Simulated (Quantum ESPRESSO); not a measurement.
# arsenene, 1 layer, stepped through the field along the normal, part 2 of 4

Wanted: a table for arsenene, 1 layer against the field along the normal, and what can be fitted to it.

Quantum ESPRESSO 7.5; plane-wave DFT, PBE, GBRV ultrasoft pseudopotentials.

So far. Step 2 (Relaxing cell and ions of the reference):  The last row is no step: it is a fresh SCF in the final cell with a new plane-wave basis, +0 meV from the row before.

## (3) Self-consistent run, 0 V/Å

The self-consistent run of this member.

Level of this step: plane-wave DFT, PBE, GBRV ultrasoft pseudopotentials (Quantum ESPRESSO 7.5).

File m0.scf.in:

```
&control
  prefix = 'm0.scf'
  outdir = './out'
  pseudo_dir = './pseudo'
  calculation = 'scf'
  tprnfor = .true.
  tefield = .true.
  dipfield = .true.
/
&system
  ibrav = 0
  nat = 2
  ntyp = 1
  ecutwfc = 40
  ecutrho = 200
  occupations = 'smearing'
  smearing = 'fd'
  degauss = 0.002
  edir = 3
  emaxpos = 0.97
  eopreg = 0.04
  eamp = 0.0
  nbnd = 11
/
&electrons
  conv_thr = 1e-09
  mixing_beta = 0.4
  electron_maxstep = 120
  mixing_mode = 'plain'
/
ATOMIC_SPECIES
  As  74.9216  as_pbe_v1.uspp.F.UPF
CELL_PARAMETERS angstrom
  3.57722710100000 0.00000000000000 0.00000000000000
  -1.78861355100000 3.09796954500000 0.00000000000000
  0.00000000000000 0.00000000000000 18.40000000000000
ATOMIC_POSITIONS crystal
  As  0.666666666700 0.333333333300 0.461848441300
  As  0.333333333300 0.666666666700 0.538151558700
K_POINTS automatic
  12 12 1 0 0 0
```

On the command line:

```sh
> OMP_NUM_THREADS=1 mpirun -n 4 pw.x -nk 4 -in m0.scf.in > m0.scf.out
```

The program printed:

```text
[banner, memory and clock lines left out]
Program PWSCF v.7.5 starts
[citation notice left out]

[...]
bravais-lattice index     =            0
     lattice parameter (alat)  =       6.7600  a.u.
     unit-cell volume          =    1376.0622 (a.u.)^3
     number of atoms/cell      =            2
     number of atomic types    =            1
     number of electrons       =        10.00
     number of Kohn-Sham states=           11
     kinetic-energy cutoff     =      40.0000  Ry
     charge density cutoff     =     200.0000  Ry
     scf convergence threshold =      1.0E-09
     mixing beta               =       0.4000
     number of iterations used =            8  plain     mixing
     Exchange-correlation= SLA  PW   PBE  PBE
                           (   1   4   3   4   0   0   0)

[...]
PseudoPot. # 1 for As read from file:
     ./pseudo/as_pbe_v1.uspp.F.UPF
     Pseudo is Ultrasoft + core correction, Zval =  5.0
     Generated by new atomic code, or converted to UPF format
     Using radial grid of  875 points,  6 beta functions with:
                l(1) =   0
                l(2) =   0
                l(3) =   1
                l(4) =   1
                l(5) =   2
                l(6) =   2
     Q(r) pseudized with  8 coefficients,  rinner =    1.300   1.300   1.300
                                                       1.300   1.300

     atomic species   valence    mass     pseudopotential
     As                5.00    74.92160     As( 1.00)

     No symmetry found

[...]
number of k points=    74  Fermi-Dirac smearing, width (Ry)=  0.0020
[...]
Dense  grid:    65677 G-vectors     FFT dimensions: (  32,  32, 160)

     Smooth grid:    47089 G-vectors     FFT dimensions: (  27,  27, 144)

     Initial potential from superposition of free atoms

     starting charge       9.9995, renormalised to      10.0000

     negative rho (up, down):  1.123E-04 0.000E+00

     Adding external electric field

     Computed dipole along edir(3) :
        Dipole               -0.0000 Ry au,         -0.0000 Debye
        Dipole field         -0.0000 Ry au,

        Potential amp.        0.0000 Ry
        Total length         33.3801 bohr

     Starting wfcs are    8 randomized atomic wfcs +    3 random wfcs

     per-process dynamical memory:    52.8 Mb

     Self-consistent Calculation

     iteration #  1     ecut=    40.00 Ry     beta= 0.40
     Davidson diagonalization with overlap
     ethr =  1.00E-02,  avg # of iterations =  8.3

     Threshold (ethr) on eigenvalues was too large:
     Diagonalizing with lowered threshold

     Davidson diagonalization with overlap
     ethr =  2.15E-04,  avg # of iterations =  5.9

     negative rho (up, down):  1.668E-04 0.000E+00

     Adding external electric field

     Computed dipole along edir(3) :
        Dipole               -0.0000 Ry au,         -0.0001 Debye
        Dipole field         -0.0000 Ry au,

        Potential amp.        0.0000 Ry
        Total length         33.3801 bohr

     total energy              =     -80.54312240 Ry
     estimated scf accuracy    <       0.02115630 Ry

     iteration #  2     ecut=    40.00 Ry     beta= 0.40
[...]
negative rho (up, down):  2.138E-04 0.000E+00

[...]
Dipole                0.0001 Ry au,          0.0004 Debye
[...]
total energy              =     -80.54263412 Ry
     estimated scf accuracy    <       0.00605083 Ry

     iteration #  3     ecut=    40.00 Ry     beta= 0.40
[...]
negative rho (up, down):  2.228E-04 0.000E+00

[...]
Dipole               -0.0006 Ry au,         -0.0015 Debye
[...]
total energy              =     -80.54294798 Ry
     estimated scf accuracy    <       0.00016302 Ry

     iteration #  4     ecut=    40.00 Ry     beta= 0.40
[...]
negative rho (up, down):  2.295E-04 0.000E+00

[...]
Dipole                0.0011 Ry au,          0.0028 Debye
[...]
total energy              =     -80.54302133 Ry
     estimated scf accuracy    <       0.00000878 Ry

     iteration #  5     ecut=    40.00 Ry     beta= 0.40
[...]
negative rho (up, down):  2.361E-04 0.000E+00

[...]
Dipole               -0.0005 Ry au,         -0.0013 Debye
[...]
total energy              =     -80.54303104 Ry
     estimated scf accuracy    <       0.00000724 Ry

     iteration #  6     ecut=    40.00 Ry     beta= 0.40
[...]
negative rho (up, down):  2.393E-04 0.000E+00

[...]
Dipole                0.0000 Ry au,          0.0001 Debye
[...]
total energy              =     -80.54303230 Ry
     estimated scf accuracy    <       0.00000179 Ry

     iteration #  7     ecut=    40.00 Ry     beta= 0.40
[...]
negative rho (up, down):  2.422E-04 0.000E+00

[...]
Dipole                0.0000 Ry au,          0.0000 Debye
[...]
total energy              =     -80.54303267 Ry
     estimated scf accuracy    <       0.00000007 Ry

     iteration #  8     ecut=    40.00 Ry     beta= 0.40
[...]
negative rho (up, down):  2.437E-04 0.000E+00

[...]
Dipole               -0.0000 Ry au,         -0.0000 Debye
[...]
total energy              =     -80.54303271 Ry
     estimated scf accuracy    <          7.1E-09 Ry

     iteration #  9     ecut=    40.00 Ry     beta= 0.40
[...]
negative rho (up, down):  2.460E-04 0.000E+00

[...]
Dipole                0.0000 Ry au,          0.0000 Debye
[...]
End of self-consistent calculation

          k = 0.0000 0.0000 0.0000 (  5877 PWs)   bands (ev):

   -16.3825 -10.0503  -3.4461  -2.7288  -2.7288  -0.7071   0.7689   0.7689
     2.0412   2.1810   3.0926

          k = 0.0000 0.0962 0.0000 (  5863 PWs)   bands (ev):

   -16.2885 -10.0320  -3.6425  -3.3982  -2.9429  -0.1063   0.6663   0.9828
     2.1835   2.2948   3.1996

[...]
the Fermi energy is    -2.1740 ev

!    total energy              =     -80.54303270 Ry
     estimated scf accuracy    <          2.2E-10 Ry
     smearing contrib. (-TS)   =      -0.00000000 Ry
     internal energy E=F+TS    =     -80.54303270 Ry

     The total energy is F=E-TS. E is the sum of the following terms:
     one-electron contribution =    -119.27229790 Ry
     hartree contribution      =      61.50492987 Ry
     xc contribution           =     -63.01930283 Ry
     ewald contribution        =      40.24363816 Ry
     electric field correction =       0.00000000 Ry

     convergence has been achieved in   9 iterations

     negative rho (up, down):  2.460E-04 0.000E+00

     Forces acting on atoms (cartesian axes, Ry/au):

     atom    1 type  1   force =    -0.00000007   -0.00000005   -0.00144669
     atom    2 type  1   force =     0.00000007    0.00000005    0.00144669

     Total force =     0.002046     Total SCF correction =     0.000015

[...]
```

The job ended after 28 s (4 MPI ranks of Arm Neoverse V1, shared host; peak memory 0.51 GiB; 1.8 min of CPU time).

Read from the output:

```
free energy                          : -1095.8438 eV
Fermi energy                         : -2.174 eV
dipole along the normal              : 0 e·Å
valence top, on the run's zero       : -2.729 eV
conduction bottom, on the run's zero : -1.194 eV
gap by band count                    : 1.535 eV
```

## (4) Potential by pp.x, 0 V/Å

plot_num = 11 writes the bare and Hartree potential, from which vacuum levels or, in a crystal, the mean potential are read.

File m0.pot.in:

```
&inputpp
  prefix = 'm0.scf'
  outdir = './out'
  filplot = 'm0.pot.dat'
  plot_num = 11
/
```

On the command line:

```sh
> OMP_NUM_THREADS=1 mpirun -n 4 pp.x -in m0.pot.in > m0.pot.out
```

The program printed:

```text
[banner, memory and clock lines left out]
Program POST-PROC v.7.5 starts

          URL

     ./out/m0.scf.save/

     IMPORTANT: XC functional enforced from input :
     Exchange-correlation= PBE
                           (   1   4   3   4   0   0   0)
     Any further DFT definition will be discarded
     Please, verify this is what you really want

     negative rho (up, down):  2.460E-04 0.000E+00

     Adding external electric field

     Computed dipole along edir(3) :
        Dipole                0.0000 Ry au,          0.0000 Debye
        Dipole field          0.0000 Ry au,

        Potential amp.       -0.0000 Ry
        Total length         33.3801 bohr

     Calling punch_plot, plot_num =  11

     Adding external electric field

     Computed dipole along edir(3) :
        Dipole                0.0000 Ry au,          0.0000 Debye
        Dipole field          0.0000 Ry au,

        Potential amp.       -0.0000 Ry
        Total length         33.3801 bohr

     Writing data to file  m0.pot.dat
     Message from routine chdens:
     namelist plot not found or invalid, exiting
```

The job ended after 0.84 s (4 MPI ranks; peak memory 0.09 GiB; 3.1 s of CPU time).

This step gave:

```
slope of the potential above                                          : -3.87e-5 eV/Å
upper vacuum line continued to the top atoms, over the valence top    : 5.254 eV
slope of the potential below                                          : -5.61e-5 eV/Å
lower vacuum line continued to the bottom atoms, over the valence top : 5.254 eV
vacuum level at the upper face over the valence top of the mesh       : 5.254 eV
vacuum level at the lower face over the valence top of the mesh       : 5.254 eV
```

Electrostatic potential energy of an electron, with the sawtooth; zero at the highest filled level of the SCF mesh. The potential energy, planar mean by z:

z (Å), potential energy, planar mean (eV) and a bar:
```
      0.0        5.3 #####
      0.5        5.3 #####
      1.0        5.3 #####
      1.5        5.3 #####
      2.0        5.3 #####
      2.5        5.3 #####
      3.0        5.3 #####
      3.5        5.3 #####
      4.0        5.3 #####
      4.5        5.3 #####
      5.0        5.3 #####
      5.5        5.2 #####
      6.0        5.2 #####
      6.5        5.1 #####
      7.0        4.6 ####
      7.5        2.5 ##
      8.0        4.6 ####
      8.5       26.2 ##############################
      9.0        1.4 
      9.5        7.7 ########
     10.0       25.2 #############################
     10.5        1.0 
     11.0        3.2 ###
     11.5        4.7 ####
     12.0        5.1 #####
     12.5        5.2 #####
     13.0        5.2 #####
     13.5        5.3 #####
     14.0        5.3 #####
     14.5        5.3 #####
     15.0        5.3 #####
     15.5        5.3 #####
     16.0        5.3 #####
     16.5        5.3 #####
     17.0        5.3 #####
     17.5        5.3 #####
     18.0        5.3 #####
```

(Part 2 of 4 ends here.)

[Logs are printed without paths, hosts, clocks, repeated set-up lines and the standing remarks that a program may print on its own settings, such as how far it seeks lower states.]

[Hosts, paths, dates, database ids (printed as entryN), source tags and the programs' standing remarks are cut or masked in the printed files.]

[Maps of the electrostatic potential energy from Ansatz leave out the sawtooth potential of an applied field or a dipole correction, so their vacuum need not be flat; planar profiles and work functions include it.]
